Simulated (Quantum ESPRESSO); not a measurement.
# How a distortion at fixed volume moves the moments of Co

Wanted: the trend of the moments of Co with a distortion at fixed volume.

Calculated with Quantum ESPRESSO 7.5; PBE; plane waves with GBRV 1.5 PBE potentials, no spin-orbit coupling.

**1. The starting structure**

It takes space group P6_3/mmc (No. 194, hexagonal). The conventional cell has a = 2.507 Å, b = 2.507 Å, c = 4.070 Å, α = 90.00°, β = 90.00°, γ = 120.00°. Nearest to Co lie 12 Co at 2.50 to 2.51 Å.

The lattice constants were typed from memory of published values and not checked against a source.

**2. Factor along z 0.92, ferro ++**

Lengths along Cartesian z scale by the factor and those normal to it by its inverse root. Atoms keep their fractional places. Seeded atoms are those given a starting moment.

pw.in

```
&CONTROL
  calculation = 'scf'
  prefix = 'pwscf'
  outdir = './tmp'
  pseudo_dir = './pseudo'
  disk_io = 'nowf'
  tprnfor = .true.
  tstress = .true.
/
&SYSTEM
  ibrav = 0
  celldm(1) = 8
  nat = 2
  ntyp = 1
  ecutwfc = 40
  ecutrho = 280
  nbnd = 26
  occupations = 'smearing'
  smearing = 'fd'
  degauss = 0.00367493
  nspin = 2
  starting_magnetization(1) = 0.1176
/
&ELECTRONS
  conv_thr = 4d-09
  electron_maxstep = 150
  mixing_beta = 0.3
/
ATOMIC_SPECIES
Co     58.9332 co_pbe_v1.2.uspp.F.UPF
CELL_PARAMETERS alat
   0.6174038031017    0.0000000000000    0.0000000000000
  -0.3087019015497    0.5346874548904    0.0000000000000
   0.0000000000000    0.0000000000000    0.8844863126311
ATOMIC_POSITIONS crystal
Co      0.3333333300    0.6666666700    0.2500000000
Co      0.6666666700    0.3333333300    0.7500000000
K_POINTS automatic
16 16 8 0 0 0
```

Launch:

```bash
> OMP_NUM_THREADS=1 mpirun -n 4 pw.x -nk 4 -in pw.in > pw.out
```

The program printed:

```text
Program PWSCF v.7.5 starts

     Message from routine setup:
     using ibrav=0 with symmetry is DISCOURAGED, use correct ibrav instead

     K-points division:     npool     =       4
     Subspace diagonalization in iterative solution of the eigenvalue problem:

     bravais-lattice index     =            0
     lattice parameter (alat)  =       8.0000  a.u.
     unit-cell volume          =     149.4963 (a.u.)^3
     number of atoms/cell      =            2
     number of atomic types    =            1
     number of electrons       =        34.00
     number of Kohn-Sham states=           26
     kinetic-energy cutoff     =      40.0000  Ry
     charge density cutoff     =     280.0000  Ry
     scf convergence threshold =      4.0E-09
     mixing beta               =       0.3000
     number of iterations used =            8  plain     mixing
     Exchange-correlation= SLA  PW   PBE  PBE
                           (   1   4   3   4   0   0   0)

     celldm(1)=   8.000000  celldm(2)=   0.000000  celldm(3)=   0.000000
     celldm(4)=   0.000000  celldm(5)=   0.000000  celldm(6)=   0.000000

     crystal axes: (cart. coord. in units of alat)
               a(1) = (   0.617404   0.000000   0.000000 )
               a(2) = (  -0.308702   0.534687   0.000000 )
               a(3) = (   0.000000   0.000000   0.884486 )

     reciprocal axes: (cart. coord. in units 2 pi/alat)
               b(1) = (  1.619686  0.935126 -0.000000 )
               b(2) = (  0.000000  1.870251  0.000000 )
               b(3) = (  0.000000 -0.000000  1.130600 )

     PseudoPot. # 1 for Co read from file:
     co_pbe_v1.2.uspp.F.UPF
     Pseudo is Ultrasoft + core correction, Zval = 17.0

     atomic species   valence    mass     pseudopotential
     Co               17.00    58.93320     Co( 1.00)

     Starting magnetic structure
     atomic species   magnetization
     Co              0.118

     24 Sym. Ops., with inversion, found (12 have fractional translation)

   Cartesian axes

     site n.     atom                  positions (alat units)
         1        Co     tau(   1) = (  -0.0000000   0.3564583   0.2211216  )
         2        Co     tau(   2) = (   0.3087019   0.1782291   0.6633647  )

     number of k points=   150  Fermi-Dirac smearing, width (Ry)=  0.0037

     Number of k-points >= 100: set verbosity='high' to print them.

     Dense  grid:    11791 G-vectors     FFT dimensions: (  27,  27,  40)

     Smooth grid:     5081 G-vectors     FFT dimensions: (  20,  20,  30)

     Check: negative core charge=   -0.000055
     Generating pointlists ...
     new r_m :   0.2343 (alat units)  1.8745 (a.u.) for type    1

     Initial potential from superposition of free atoms

     starting charge      32.0000, renormalised to      34.0000
     Starting wfcs are   26 randomized atomic wfcs

     Self-consistent Calculation

     iteration #  1     ecut=    40.00 Ry     beta= 0.30
     Davidson diagonalization with overlap
     ethr =  1.00E-02,  avg # of iterations =  5.4

     total energy              =    -593.73943282 Ry
     estimated scf accuracy    <      14.73833501 Ry

     total magnetization       =     2.13 Bohr mag/cell
     absolute magnetization    =     2.18 Bohr mag/cell

     iteration #  2     ecut=    40.00 Ry     beta= 0.30
     Davidson diagonalization with overlap
     ethr =  1.00E-02,  avg # of iterations =  2.3

     total energy              =    -596.84283212 Ry
     estimated scf accuracy    <       0.68629432 Ry

     total magnetization       =     3.09 Bohr mag/cell
     absolute magnetization    =     3.26 Bohr mag/cell

     [... further iterations left out ...]

     iteration # 10     ecut=    40.00 Ry     beta= 0.30
     Davidson diagonalization with overlap
     ethr =  2.35E-09,  avg # of iterations =  1.5

     total energy              =    -596.96498060 Ry
     estimated scf accuracy    <          8.2E-09 Ry

     total magnetization       =     3.30 Bohr mag/cell
     absolute magnetization    =     3.67 Bohr mag/cell

     iteration # 11     ecut=    40.00 Ry     beta= 0.30
     Davidson diagonalization with overlap
     ethr =  2.42E-11,  avg # of iterations =  1.9

     Magnetic moment per site  (integrated on atomic sphere of radius R)
     atom   1 (R=0.234)  charge= 15.4043  magn=  1.7375
     atom   2 (R=0.234)  charge= 15.4043  magn=  1.7375

     End of self-consistent calculation

     Number of k-points >= 100: set verbosity='high' to print the bands.

     the Fermi energy is    18.0352 ev

!    total energy              =    -596.96498068 Ry
     estimated scf accuracy    <          9.5E-10 Ry
     smearing contrib. (-TS)   =      -0.00119647 Ry
     internal energy E=F+TS    =    -596.96378421 Ry

     The total energy is F=E-TS. E is the sum of the following terms:
     one-electron contribution =    -315.23132802 Ry
     hartree contribution      =     179.08796258 Ry
     xc contribution           =     -65.36024732 Ry
     ewald contribution        =    -395.46017144 Ry

     total magnetization       =     3.30 Bohr mag/cell
     absolute magnetization    =     3.67 Bohr mag/cell

     convergence has been achieved in  11 iterations

     Forces acting on atoms (cartesian axes, Ry/au):

     atom    1 type  1   force =     0.00000000    0.00000000    0.00000000
     atom    2 type  1   force =    -0.00000000   -0.00000000    0.00000000

     Total force =     0.000000     Total SCF correction =     0.000000

     Computing stress (Cartesian axis) and pressure

          total   stress  (Ry/bohr**3)                   (kbar)     P=       -4.86
  -0.00071782   0.00000000   0.00000000         -105.60        0.00        0.00
   0.00000000  -0.00071782   0.00000000            0.00     -105.60        0.00
   0.00000000   0.00000000   0.00133654            0.00        0.00      196.61

=------------------------------------------------------------------------------=
   JOB DONE.
=------------------------------------------------------------------------------=
```

Elapsed: 14 s, on 4 MPI ranks of Arm Neoverse V2, shared host; peak memory 0.31 GiB; 54 s of CPU time.

Spin moment in the atom's sphere by atom:

```csv
atom,spin moment in the atom's sphere (μB)
Co1,1.74
Co2,1.74
```

Numbers from this step:

```
smearing term TS       : 0.01628 eV
pressure               : -0.486 GPa
magnetization          : 3.303 μB
absolute magnetization : 3.669 μB
final state            : ferromagnetic
```

**3. Factor along z 0.92, no spin polarisation**

pw.in, as its differences from that of step 2:

```diff
@@ -16,3 +16,3 @@
   ecutrho = 280
-  nbnd = 26
+  nbnd = 24
   occupations = 'smearing'
@@ -20,4 +20,2 @@
   degauss = 0.00367493
-  nspin = 2
-  starting_magnetization(1) = 0.1176
 /
```

The program printed:

```text
     [... lines left out ...]
Program PWSCF v.7.5 starts
     [... lines left out ...]
     number of atoms/cell      =            2
     [... lines left out ...]
     number of electrons       =        34.00
     number of Kohn-Sham states=           24
     kinetic-energy cutoff     =      40.0000  Ry
     charge density cutoff     =     280.0000  Ry
     scf convergence threshold =      4.0E-09
     [... lines left out ...]
     24 Sym. Ops., with inversion, found (12 have fractional translation)
     [... lines left out ...]
     number of k points=   150  Fermi-Dirac smearing, width (Ry)=  0.0037
     [... lines left out ...]
     iteration #  8     ecut=    40.00 Ry     beta= 0.30
     [... lines left out ...]
     the Fermi energy is    17.9366 ev
!    total energy              =    -596.92516442 Ry
     estimated scf accuracy    <          2.9E-09 Ry
     smearing contrib. (-TS)   =      -0.00401285 Ry
     [... lines left out ...]
     convergence has been achieved in   8 iterations
     [... lines left out ...]
     Total force =     0.000000     Total SCF correction =     0.000000
     [... lines left out ...]
          total   stress  (Ry/bohr**3)                   (kbar)     P=     -124.69
     [... lines left out ...]
```

Elapsed: 5.5 s, on 4 MPI ranks; peak memory 0.25 GiB.

Numbers from this step:

* smearing term TS: 0.05460 eV
* pressure: -12.47 GPa
* final state: non-magnetic (no spin polarisation)

**4. Factor along z 1.08, ferro ++**

pw.in, as its differences from that of step 3:

```diff
@@ -16,3 +16,3 @@
   ecutrho = 280
-  nbnd = 24
+  nbnd = 26
   occupations = 'smearing'
@@ -20,2 +20,4 @@
   degauss = 0.00367493
+  nspin = 2
+  starting_magnetization(1) = 0.1176
 /
@@ -29,5 +31,5 @@
 CELL_PARAMETERS alat
-   0.6174038031017    0.0000000000000    0.0000000000000
-  -0.3087019015497    0.5346874548904    0.0000000000000
-   0.0000000000000    0.0000000000000    0.8844863126311
+   0.5698379070981    0.0000000000000    0.0000000000000
+  -0.2849189535491    0.4934941746653    0.0000000000000
+   0.0000000000000    0.0000000000000    1.0383100191756
 ATOMIC_POSITIONS crystal
```

The program printed:

```text
     [... lines left out ...]
Program PWSCF v.7.5 starts
     [... lines left out ...]
     number of atoms/cell      =            2
     [... lines left out ...]
     number of electrons       =        34.00
     number of Kohn-Sham states=           26
     kinetic-energy cutoff     =      40.0000  Ry
     charge density cutoff     =     280.0000  Ry
     scf convergence threshold =      4.0E-09
     [... lines left out ...]
     24 Sym. Ops., with inversion, found (12 have fractional translation)
     [... lines left out ...]
     number of k points=   150  Fermi-Dirac smearing, width (Ry)=  0.0037
     [... lines left out ...]
     iteration # 12     ecut=    40.00 Ry     beta= 0.30
     [... lines left out ...]
     Magnetic moment per site  (integrated on atomic sphere of radius R)
     atom   1 (R=0.235)  charge= 15.4194  magn=  1.7449
     atom   2 (R=0.235)  charge= 15.4194  magn=  1.7449
     [... lines left out ...]
     the Fermi energy is    18.1538 ev
!    total energy              =    -596.96490495 Ry
     estimated scf accuracy    <          7.8E-11 Ry
     smearing contrib. (-TS)   =      -0.00129463 Ry
     [... lines left out ...]
     total magnetization       =     3.33 Bohr mag/cell
     absolute magnetization    =     3.68 Bohr mag/cell
     convergence has been achieved in  12 iterations
     [... lines left out ...]
     Total force =     0.000000     Total SCF correction =     0.000000
     [... lines left out ...]
          total   stress  (Ry/bohr**3)                   (kbar)     P=       -5.07
     [... lines left out ...]
```

The job ended after 15 s (4 MPI ranks; peak memory 0.31 GiB; 59 s of CPU time).

Numbers from this step:

| Item | Value |
| --- | --- |
| smearing term TS | 0.01761 eV |
| pressure | -0.5071 GPa |
| magnetization | 3.326 μB |
| absolute magnetization | 3.677 μB |
| final state | ferromagnetic |
| largest moment | 1.745 μB |

**5. The series**

The runs not shown differ from these in the moved quantity alone.

States, by row:

```csv
tetragonal,ferro ++,no spin polarisation
0.92,ferromagnetic,non-magnetic
0.95,ferromagnetic,non-magnetic
0.98,ferromagnetic,non-magnetic
1,ferromagnetic,non-magnetic
1.02,ferromagnetic,non-magnetic
1.05,ferromagnetic,non-magnetic
1.08,ferromagnetic,non-magnetic
```

The largest site moment, ferro ++ by tetragonal:

```csv
tetragonal (factor),"largest site moment, ferro ++ (μB)"
0.9200,1.74
0.9500,1.74
0.9800,1.74
1.0000,1.74
1.0200,1.74
1.0500,1.74
1.0800,1.74
```

Table of energy less that of the parallel start, no spin polarisation by tetragonal:

```csv
tetragonal (factor),"energy less that of the parallel start, no spin polarisation (meV a seeded atom)"
0.9200,271
0.9500,282
0.9800,289
1.0000,291
1.0200,291
1.0500,289
1.0800,287
```

Energy over the lowest against tetragonal; values in meV an atom:

```csv
tetragonal (factor),ferro ++,no spin polarisation
0.9200,87.8,359
0.9500,32.5,315
0.9800,4.04,293
1.0000,0,291
1.0200,7.02,298
1.0500,36.9,326
1.0800,88.4,375
```

**6. Summary of results**

| Quantity | Value |
| --- | --- |
| moment, parallel start | 1.74 to 1.74 μB |
| states met from these starts | ferromagnetic |

**Reading.** The net moment of the cell goes from 3.30 to 3.33 μB. Only a parallel start was run beside the spinless one, so opposed or spiral orders, which may lie lower, are not probed.

[Logs and program files are shortened in this print: banners, set-up blocks, solver, clock and traceback lines can be left out without a mark of their own.]

[Logs are printed without paths, hosts, clocks, repeated set-up lines and the standing remarks that a program may print on its own settings, such as how far it seeks lower states.]

[Hosts, paths, dates, database ids (printed as entryN), source tags and the programs' standing remarks are cut or masked in the printed files.]

[Where a cell is said to come from a database of computed structures, the database is the Materials Project.]
